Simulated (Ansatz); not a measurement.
**SrLiCO3F (built on the sites of a database entry of RbSrCO3F): from the cell to its phonons**

Wanted: vibrations and spectra of SrLiCO3F (built on the sites of a database entry of RbSrCO3F); the cell is already relaxed. After the zone centre comes a 2×2×2 q mesh on a 6×6×4 k mesh.

Method: DFT LDA, scalar-relativistic, plane waves, PAW, in Ansatz 0.2.0.

The structure was built from a prototype and need not be the compound's stable phase.

**1. The structure**

The structure is hexagonal, space group P-6m2 (No. 187). Conventional cell: a = 5.070 Å, b = 5.070 Å, c = 4.483 Å, α = 90.00°, β = 90.00°, γ = 120.00°. Nearest to Li lie 6 O at 2.78 Å. Nearest to Sr lie 2 F at 2.24 Å and 6 O at 2.54 Å. Nearest to C lie 3 O at 1.29 Å. O has 1 C at 1.29 Å and 2 Sr at 2.54 Å nearest. Nearest to F lie 2 Sr at 2.24 Å. Farther neighbours and most contacts between anions are not listed.

**2. Modes at Γ**

The cell comes from relaxations at this level that are not shown. The zone centre comes first: it holds the modes that light can see, as far as symmetry allows. The response to a homogeneous field gives the Born charges and the dielectric tensor.

input.yaml reads:

```yaml
crystal:
  lattice:
    - [5.0695735358, 0.0, 0.0]
    - [-2.5347867679, 4.3903794684, 0.0]
    - [0.0, 0.0, 4.482625027]
  atoms:
    - { symbol: Li, position: [0.3333333333, 0.6666666667, 0.0] }
    - { symbol: Sr, position: [0.6666666667, 0.3333333333, 0.5] }
    - { symbol: C, position: [0.0, 0.0, 0.5] }
    - { symbol: O, position: [0.1465790464, 0.2931580929, 0.5] }
    - { symbol: O, position: [0.1465790464, 0.8534209536, 0.5] }
    - { symbol: O, position: [0.7068419071, 0.8534209536, 0.5] }
    - { symbol: F, position: [0.6666666667, 0.3333333333, 0.0] }
kpoints:
  mp_grid: { grid: [6, 6, 4] }
hamiltonian:
  xc: lda
scf:
  occupations: { method: fixed }
output:
  eigenvalues: true
phonons:
  method: dfpt
  dielectric: true
  rigid_motions: translations
```

The run is started by

```sh
$ ansatz run input.yaml --threads 8 --pin off --max-ram 14336MiB --backend cpu --events-out ev --progress --plain --runs-dir out
```

Numbers of over 12 decimals in the logs are rounded to 6 here.

The program printed:

```text
Engine: ansatz 0.2.0, aarch64-unknown-linux-gnu
Pseudopotentials: kind: paw
Pseudopotential: Li, paw, valence charge 3, recommended cutoff 420 eV (normal), Li.paw.azcp
Pseudopotential: Sr, paw, valence charge 10, recommended cutoff 420 eV (normal), Sr.paw.azcp
Pseudopotential: C, paw, valence charge 4, recommended cutoff 420 eV (normal), C.paw.azcp
Pseudopotential: O, paw, valence charge 6, recommended cutoff 420 eV (normal), O.paw.azcp
Pseudopotential: F, paw, valence charge 7, recommended cutoff 420 eV (normal), F.paw.azcp
Functional definition: SPW92
  exchange = slater_x
  correlation = pw_c
Crystal: 7 atoms, lattice volume = 99.771 Å³
Basis set: ecut = 420 eV, 1977 PW (Γ), exchange–correlation on 72×72×60 points (8 copies of the dense FFT grid, shifted against one another)
Bands: 28, of which v1, the nominal top of the filled ones, is band 21 counted from 1 (20 counted from 0)
Symmetry: 12 space group operations
k-points: 76 of 144 (irreducible under 1 space group operation, time reversal used)
Non-local potential: Li, projectors of the file, l = 0: 3, l = 1: 2, l = 2: 1
Non-local potential: Sr, projectors of the file, l = 0: 3, l = 1: 2, l = 2: 2
Non-local potential: C, projectors of the file, l = 0: 2, l = 1: 2, l = 2: 1
Non-local potential: O, projectors of the file, l = 0: 2, l = 1: 2, l = 2: 1
Non-local potential: F, projectors of the file, l = 0: 2, l = 1: 2, l = 2: 1
PAW form: soft (Blöchl's): semilocal exchange-correlation on the pseudo side does not see the compensation charge
PAW frozen core: Sr, regenerated for the run's functional, and the local potential with it (the file was generated under x = pbe(κ = 0.804, μ = 0.219515), c = pbe(β = 0.066725))
PAW frozen core: C, regenerated for the run's functional, and the local potential with it (the file was generated under x = pbe(κ = 0.804, μ = 0.219515), c = pbe(β = 0.066725))
PAW frozen core: O, regenerated for the run's functional, and the local potential with it (the file was generated under x = pbe(κ = 0.804, μ = 0.219515), c = pbe(β = 0.066725))
PAW frozen core: F, regenerated for the run's functional, and the local potential with it (the file was generated under x = pbe(κ = 0.804, μ = 0.219515), c = pbe(β = 0.066725))
PAW one-centre angular grid: Li, 110 points (default); XC on 64 Gauss nodes
PAW one-centre angular grid: Sr, 110 points (default); XC on 64 Gauss nodes
PAW one-centre angular grid: C, 110 points (default); XC on 64 Gauss nodes
PAW one-centre angular grid: O, 110 points (default); XC on 64 Gauss nodes
PAW one-centre angular grid: F, 110 points (default); XC on 64 Gauss nodes
Initial density: superposition of atomic densities (neutral atoms: chi_scale 0, normalization atom), corrected by the library's trained network
Initial wavefunctions: pseudopotential atomic-orbital guess
Functional: x = slater, c = lda
SCF iter   1: F=—  HF=-6354.100832 eV  |F-HF|=—  |Δ(HF+E_count)|=         —  Δρ=1.32e-2  dr2=1.47e-1  ethr=1.77e-3  ⟨swp⟩=5.2  Hψ=9560  notcnv=0  defer=275
preconditioner: auto → Resta (q_TF=auto, 2.362 Å⁻¹)  ε∞=3.2  [insulator: Δε(μ)=3.224 eV  Ē_g=15.511 eV  n_scr=20 (ndim 8)  ℏωp=22.9 eV  f_vac=0.185  ε∞_Penn≈3.2]
SCF iter   2: F=—  HF=-6354.058301 eV  |F-HF|=—  |Δ(HF+E_count)|=   4.25e-2  Δρ=4.38e-3  dr2=1.04e-2  ethr=3.49e-4  ⟨swp⟩=2.0  Hψ=4269  notcnv=0  defer=375
SCF iter   3: F=—  HF=-6354.055241 eV  |F-HF|=—  |Δ(HF+E_count)|=   3.06e-3  Δρ=1.73e-3  dr2=2.77e-3  ethr=2.48e-5  ⟨swp⟩=2.0  Hψ=3523  notcnv=0  defer=380
SCF iter   4: F=—  HF=-6354.054512 eV  |F-HF|=—  |Δ(HF+E_count)|=   7.29e-4  Δρ=5.26e-4  dr2=2.18e-4  ethr=6.60e-6  ⟨swp⟩=2.0  Hψ=3751  notcnv=0  defer=380
SCF iter   5: F=—  HF=-6354.054491 eV  |F-HF|=—  |Δ(HF+E_count)|=   2.15e-5  Δρ=2.03e-4  dr2=4.57e-5  ethr=5.19e-7  ⟨swp⟩=2.0  Hψ=3024  notcnv=0  defer=308
SCF iter   6: F=—  HF=-6354.054482 eV  |F-HF|=—  |Δ(HF+E_count)|=   8.19e-6  Δρ=5.93e-5  dr2=5.04e-6  ethr=1.09e-7  ⟨swp⟩=2.0  Hψ=2932  notcnv=0  defer=172
SCF iter   7: F=—  HF=-6354.054484 eV  |F-HF|=—  |Δ(HF+E_count)|=   1.18e-6  Δρ=1.43e-5  dr2=2.86e-7  ethr=1.20e-8  ⟨swp⟩=2.3  Hψ=3564  notcnv=0  defer=137
SCF iter   8: F=—  HF=-6354.054484 eV  |F-HF|=—  |Δ(HF+E_count)|=   1.17e-7  Δρ=2.76e-6  dr2=7.90e-9  ethr=6.80e-10  ⟨swp⟩=2.3  Hψ=3222  notcnv=0  defer=128
SCF iter   9: F=—  HF=-6354.054484 eV  |F-HF|=—  |Δ(HF+E_count)|=   9.84e-9  Δρ=6.90e-7  dr2=3.80e-10  ethr=1.88e-11  ⟨swp⟩=2.3  Hψ=3183  notcnv=0  defer=128
SCF iter  10: F=-6354.054484 eV  HF=-6354.054484 eV  |F-HF|=9.09e-12  |Δ(HF+E_count)|=  1.51e-10  Δρ=1.05e-7  dr2=2.31e-11  ethr=1.00e-12  ⟨swp⟩=16.8  Hψ=16459  notcnv=0
SCF 1 converged in 10 iterations: F = -6354.054484 eV  dr2 = 2.31e-11
  greatest PAW one-centre occupation: 0.999 electrons in one spin orbital (limit 2), on the Li atom at site 0 (counted from 0), in its partial waves of l = 0
DFPT response loops at Γ: preconditioner auto → none (the input reference at scf.mixing.eps_inf says where Resta's filter doesn't serve); β = 0.50; Broyden in place of MSR1
── the response to a field inside a basis, on 6×6×4 k-points: an SCF that follows is theirs, and a resumed run solves both again ──
Bands: 22, of which v1, the nominal top of the filled ones, is band 21 counted from 1 (20 counted from 0)
k-points: 24 of 144 (irreducible under 4 space group operations, time reversal used)
Initial density: handed on by an earlier stage of this run
Initial wavefunctions: pseudopotential atomic-orbital guess (no wavefunctions were taken with the density)
Eigensolver: Dense (24 Hₖ)
SCF iter   1: F=—  HF=-6354.054435 eV  |F-HF|=—  |Δ(HF+E_count)|=         —  Δρ=5.65e-4  dr2=6.37e-5  ethr=1.00e-1
preconditioner: auto → Resta (q_TF=auto, 2.362 Å⁻¹)  ε∞=4.0  [insulator: Δε(μ)=3.703 eV  Ē_g=13.245 eV  n_scr=20 (ndim 8)  ℏωp=22.9 eV  f_vac=0.172  ε∞_Penn≈4.0]
SCF iter   2: F=—  HF=-6354.054409 eV  |F-HF|=—  |Δ(HF+E_count)|=   2.61e-5  Δρ=2.27e-4  dr2=1.74e-5  ethr=1.52e-7
SCF iter   3: F=—  HF=-6354.054404 eV  |F-HF|=—  |Δ(HF+E_count)|=   4.72e-6  Δρ=1.03e-4  dr2=2.31e-6  ethr=4.15e-8
SCF iter   4: F=—  HF=-6354.054404 eV  |F-HF|=—  |Δ(HF+E_count)|=   8.96e-7  Δρ=1.26e-5  dr2=1.08e-7  ethr=5.51e-9
SCF iter   5: F=-6354.054404 eV  HF=-6354.054404 eV  |F-HF|=1.09e-8  |Δ(HF+E_count)|=   2.42e-8  Δρ=5.09e-6  dr2=1.61e-8  ethr=2.56e-10
SCF 1 converged in 5 iterations: F = -6354.054404 eV  dr2 = 1.61e-8
DFPT response loops at Γ: mixed as the last ones told, above
SCF converged after 10 iterations
Free energy (F): -6354.054484 eV
Harris-Foulkes:  -6354.054484 eV  (|F-HF|=9.09e-12)
Internal energy: -6354.054484 eV  (E = F + TS)
E sigma→0 (E₀):  -6354.054484 eV
Fermi energy:    3.025433 eV
--- Per-component energies (eV) ---
  E_band       = -345.646741
  E_kinetic    = 1091.645214
  E_local      = -3252.204092  (includes V_loc(G=0)·N_el)
  E_nonlocal   = 428.214411
  E_hartree    = 1121.911882
  E_xc         = -525.500181
  E_vxc        = -615.778516  (∫ρ·V_xc dr)
  E_paw        = -3337.557161  (= ΣΔE_a)
  E_vpaw       = -241.357046  (= ΣTr[D̂ρ^β])
  E_aug_tail   = 0.009627  (compensation charges beyond the density's cutoff)
  E_ewald      = -1881.335167
  E_core_change = 0.760984  (= ΣΔE_core)
  E_smearing   = -0.000000  (= −TS)
  E_closure    = -0.000000  (closes the sum)
  Σ components = -6354.054484   (vs F -6354.054484, Δ=0.00e0)
--- Band table (eV; the first three rows and the last of 76) ---
  k-point 0: bands = [... 17 lower, 1.6187, 1.8579, 1.8579, 3.0209, 6.4565, 8.0665, 10.2833, 10.2833, ... 3 higher]
  k-point 1: bands = [... 17 lower, 1.5324, 1.8602, 1.8602, 3.0230, 6.9418, 8.2348, 10.3097, 10.3097, ... 3 higher]
  k-point 2: bands = [... 17 lower, 1.4508, 1.8621, 1.8621, 3.0254, 7.1930, 9.3173, 10.0295, 10.4046, ... 3 higher]
  k-point 75: bands = [... 17 lower, 1.1834, 1.5540, 1.5763, 2.4047, 8.4258, 9.5327, 9.7816, 10.4553, ... 3 higher]
--- Phonons (Γ-DFPT): 11 representative perturbations + reference, on 76 of 144 k-points (Σ response iterations 39) ---
  k mesh reduced under 1 symmetry operation, with k and −k counted as one. Each operation leaves every solved perturbation unchanged. A smaller set is not considered because the run solves the response to a homogeneous field
  ASR residual: 5.718e-5 → 0.000e0 eV/Å²; symmetrization residual: 1.741e-6 eV/Å²
  ASR residual per site (eV/Å²): 1.64e-5 5.72e-5 3.62e-5 1.95e-5 1.57e-5 1.57e-5 5.05e-5
  Γ frequencies (cm⁻¹): -280.09 -178.74 -178.74 -78.07 -78.07 0.00 0.00 0.00 107.41 107.41 148.73 232.70 232.70 276.72 479.86 695.78 695.78 852.73 1066.84 1435.29 1435.29
  ε∞ (high-frequency dielectric tensor):
        2.534927     0.000000     0.000000
        0.000000     2.534927     0.000000
        0.000000     0.000000     2.124647
  softest optical mode at Γ: -280.09 cm⁻¹; the repairs (sum rule, projections) moved no ω² at Γ by more than (1.50 cm⁻¹)²
  Born effective charges Z* (e; rows j = field, columns β = displacement):
    site 0:
         1.26963   -0.00000    0.00000
         0.00000    1.26963    0.00000
         0.00000    0.00000    1.32509
    site 1:
         2.35516   -0.00000    0.00000
         0.00000    2.35516    0.00000
         0.00000    0.00000    2.35425
    site 2:
         2.90022   -0.00000    0.00000
         0.00000    2.90022    0.00000
         0.00000    0.00000    0.10982
    site 3:
        -1.47755   -0.00000    0.00000
         0.00000   -2.29486    0.00000
         0.00000    0.00000   -0.62062
    site 4:
        -2.09053    0.35391    0.00000
         0.35391   -1.68188    0.00000
         0.00000    0.00000   -0.62062
    site 5:
        -2.09053   -0.35391    0.00000
        -0.35391   -1.68188    0.00000
         0.00000    0.00000   -0.62062
    site 6:
        -0.86640   -0.00000    0.00000
         0.00000   -0.86640    0.00000
         0.00000    0.00000   -1.92729
  Z* charge neutrality: 1.130e-2 e pre-enforcement
  solved inside a basis spanned on kpoints, on 6×6×4 k-points, its susceptibility summed on 8×8×6: ε∞ is read to err by 6.3e-3, Z* by 1.7e-2 e (field_mesh: kpoints solves on kpoints); Z* is corrected for what the basis lacks
  optical modes at Γ without the LO–TO term, one row a degenerate level:
      ω (cm⁻¹)  modes    IR ((D/Å)²/amu)
       -280.09      1             7.0111
       -178.74      2            13.3538
        -78.07      2             0.0000
        107.41      2             3.2398
        148.73      1             0.0020
        232.70      2             7.1851
        276.72      1             0.0000
        479.86      1             5.9412
        695.78      2             1.8538
        852.73      1             0.5422
       1066.84      1             0.0000
       1435.29      2            54.3690
  optical modes at Γ + LO–TO along q̂ = [1.0000, 0.0000, 0.0000]:
      ω (cm⁻¹)  modes    IR ((D/Å)²/amu)
       -280.09      1             7.0111
       -178.74      1             6.6769
        -87.93      1             0.8421
        -78.07      2             0.0000
[...]
optical modes at Γ + LO–TO along q̂ = [0.0000, 1.0000, 0.0000]:
      ω (cm⁻¹)  modes    IR ((D/Å)²/amu)
[...]
optical modes at Γ + LO–TO along q̂ = [0.0000, 0.0000, 1.0000]:
      ω (cm⁻¹)  modes    IR ((D/Å)²/amu)
       -178.74      2            13.3538
       -147.61      1             4.3343
        -78.07      2             0.0000
        107.41      2             3.2398
        148.84      1             0.0056
        232.70      2             7.1851
        276.72      1             0.0000
        549.99      1             8.3000
        695.78      2             1.8538
        856.74      1             0.8565
       1066.84      1             0.0000
       1435.29      2            54.3690
```

Elapsed: 40 s, on 8 threads of Arm Neoverse V2, shared host; peak memory 1.2 GiB.

A gap read on the k-mesh alone can miss the band edges.

This step gave:

| Quantity | Value |
| --- | --- |
| gap on the k-mesh | 3.431 eV |
| volume per atom | 14.25 Å³ |
| sum-rule residual before enforcement | 5.72e-5 eV/Å² |
| miss of the charge sum rule | 0.01130 e |
| estimated error of the dielectric tensor | 0.006329 |
| estimated error of the Born charges | 0.01658 e |
| point group | -6m2 |
| highest optical mode at the zone centre (no LO-TO term) | 1435 cm⁻¹ |
| lowest optical zone-centre mode | -280.1 cm⁻¹ |
| mean high-frequency dielectric constant | 2.398 |
| largest Born charge (third of the trace) | 2.355 e |
| top of the zone-centre spectrum with the field | 1517 cm⁻¹ |

Without the LO-TO term. Patterns of degenerate modes are one choice out of their space. The modes at Γ (shares of kinetic energy by element, %) (negative means imaginary):

| mode | frequency (cm⁻¹) | symmetry | Li % | Sr % | C % | O % | F % |
| --- | --- | --- | --- | --- | --- | --- | --- |
| 1 | -280.1 | A2'' | 82 | 1 | 4 | 14 | 0 |
| 2 | -178.7 | E' | 50 | 1 | 0 | 0 | 49 |
| 3 | -178.7 | E' | 50 | 1 | 0 | 0 | 49 |
| 4 | -78.1 | E'' | 0 | 0 | 0 | 100 | 0 |
| 5 | -78.1 | E'' | 0 | 0 | 0 | 100 | 0 |
| 6 | 0.0 | acoustic | 4 | 50 | 7 | 28 | 11 |
| 7 | 0.0 | acoustic | 4 | 50 | 7 | 28 | 11 |
| 8 | 0.0 | acoustic | 4 | 50 | 7 | 28 | 11 |
| 9 | 107.4 | E' | 45 | 7 | 1 | 7 | 40 |
| 10 | 107.4 | E' | 45 | 7 | 1 | 7 | 40 |
| 11 | 148.7 | A2'' | 14 | 33 | 10 | 37 | 5 |
| 12 | 232.7 | E' | 1 | 41 | 12 | 46 | 0 |
| 13 | 232.7 | E' | 1 | 41 | 12 | 46 | 0 |
| 14 | 276.7 | A2' | 0 | 0 | 0 | 100 | 0 |
| 15 | 479.9 | A2'' | 0 | 16 | 0 | 0 | 84 |
| 16 | 695.8 | E' | 0 | 0 | 6 | 94 | 0 |
| 17 | 695.8 | E' | 0 | 0 | 6 | 94 | 0 |
| 18 | 852.7 | A2'' | 0 | 0 | 79 | 21 | 0 |
| 19 | 1066.8 | A1' | 0 | 0 | 0 | 100 | 0 |
| 20 | 1435.3 | E' | 0 | 0 | 74 | 26 | 0 |
| 21 | 1435.3 | E' | 0 | 0 | 74 | 26 | 0 |

Displacements in mode 1 (-280.1 cm⁻¹), the largest set to 1:
```
Li1  0.00  0.00  1.00
Sr2  0.00  0.00  0.02
C3   0.00  0.00 -0.17
O4   0.00  0.00 -0.16
O5   0.00  0.00 -0.16
O6   0.00  0.00 -0.16
F7   0.00  0.00  0.02
```

Displacements in mode 5 (-78.1 cm⁻¹), the largest set to 1:
```
Li1  0.00  0.00  0.00
Sr2  0.00  0.00  0.00
C3   0.00  0.00  0.00
O4   0.00  0.00  1.00
O5   0.00  0.00 -0.86
O6   0.00  0.00 -0.14
F7   0.00  0.00  0.00
```

Optical modes at the zone centre, without and with the macroscopic field of the longitudinal modes; each column is sorted by frequency, so a row need not hold one and the same mode. Modes with and without the field, by row:

| rank among optical modes | no field (cm⁻¹) | q along (1, 0, 0) (cm⁻¹) | q along (0, 0, 1) (cm⁻¹) |
| --- | --- | --- | --- |
| 1 | -280.1 | -280.1 | -178.7 |
| 2 | -178.7 | -178.7 | -178.7 |
| 3 | -178.7 | -87.9 | -147.6 |
| 4 | -78.1 | -78.1 | -78.1 |
| 5 | -78.1 | -78.1 | -78.1 |
| 6 | 107.4 | 107.4 | 107.4 |
| 7 | 107.4 | 148.7 | 107.4 |
| 8 | 148.7 | 154.2 | 148.8 |
| 9 | 232.7 | 232.7 | 232.7 |
| 10 | 232.7 | 276.7 | 232.7 |
| 11 | 276.7 | 325.5 | 276.7 |
| 12 | 479.9 | 479.9 | 550 |
| 13 | 695.8 | 695.8 | 695.8 |
| 14 | 695.8 | 701.7 | 695.8 |
| 15 | 852.7 | 852.7 | 856.7 |
| 16 | 1067 | 1067 | 1067 |
| 17 | 1435 | 1435 | 1435 |
| 18 | 1435 | 1517 | 1435 |

Born charge (rows field, columns displacement) (e), principal values of the symmetric part by kind of site:

| atom | atoms with these values | low | middle | high | mean |
| --- | --- | --- | --- | --- | --- |
| Li1 | 1 | 1.27 | 1.27 | 1.33 | 1.29 |
| Sr2 | 1 | 2.35 | 2.36 | 2.36 | 2.35 |
| C3 | 1 | 0.11 | 2.90 | 2.90 | 1.97 |
| O4 | 3 | -2.29 | -1.48 | -0.62 | -1.46 |
| F7 | 1 | -1.93 | -0.87 | -0.87 | -1.22 |

In full for O4:

```
-1.48  0.00  0.00
 0.00 -2.29  0.00
 0.00  0.00 -0.62
```

High-frequency dielectric tensor:

```
2.53 0.00 0.00
0.00 2.53 0.00
0.00 0.00 2.12
```

Transverse modes; imaginary modes are left out. Infrared lines, with heights relative to the strongest:

| position (cm⁻¹) | label | relative intensity |
| --- | --- | --- |
| 107 | E' | 6.0 |
| 149 | A2'' | 0.0 |
| 233 | E' | 13 |
| 277 | A2' | 0.0 |
| 480 | A2'' | 11 |
| 696 | E' | 3.4 |
| 853 | A2'' | 1.0 |
| 1067 | A1' | 0.0 |
| 1435 | E' | 100 |

Before it was imposed, the acoustic sum rule was missed by 5.7e-5 eV/Å² and the charge sum rule by 0.011 e. Small misses are needed for a sound result but don't prove that mesh and cutoff are converged. The lowest optical mode is imaginary, 280.1i cm⁻¹, so the energy falls along it.

(Part 1 of 2 ends here.)

[Logs are printed without paths, hosts, clocks, repeated set-up lines and the standing remarks that a program may print on its own settings, such as how far it seeks lower states.]

[Hosts, paths, dates, database ids (printed as entryN), source tags and the programs' standing remarks are cut or masked in the printed files.]
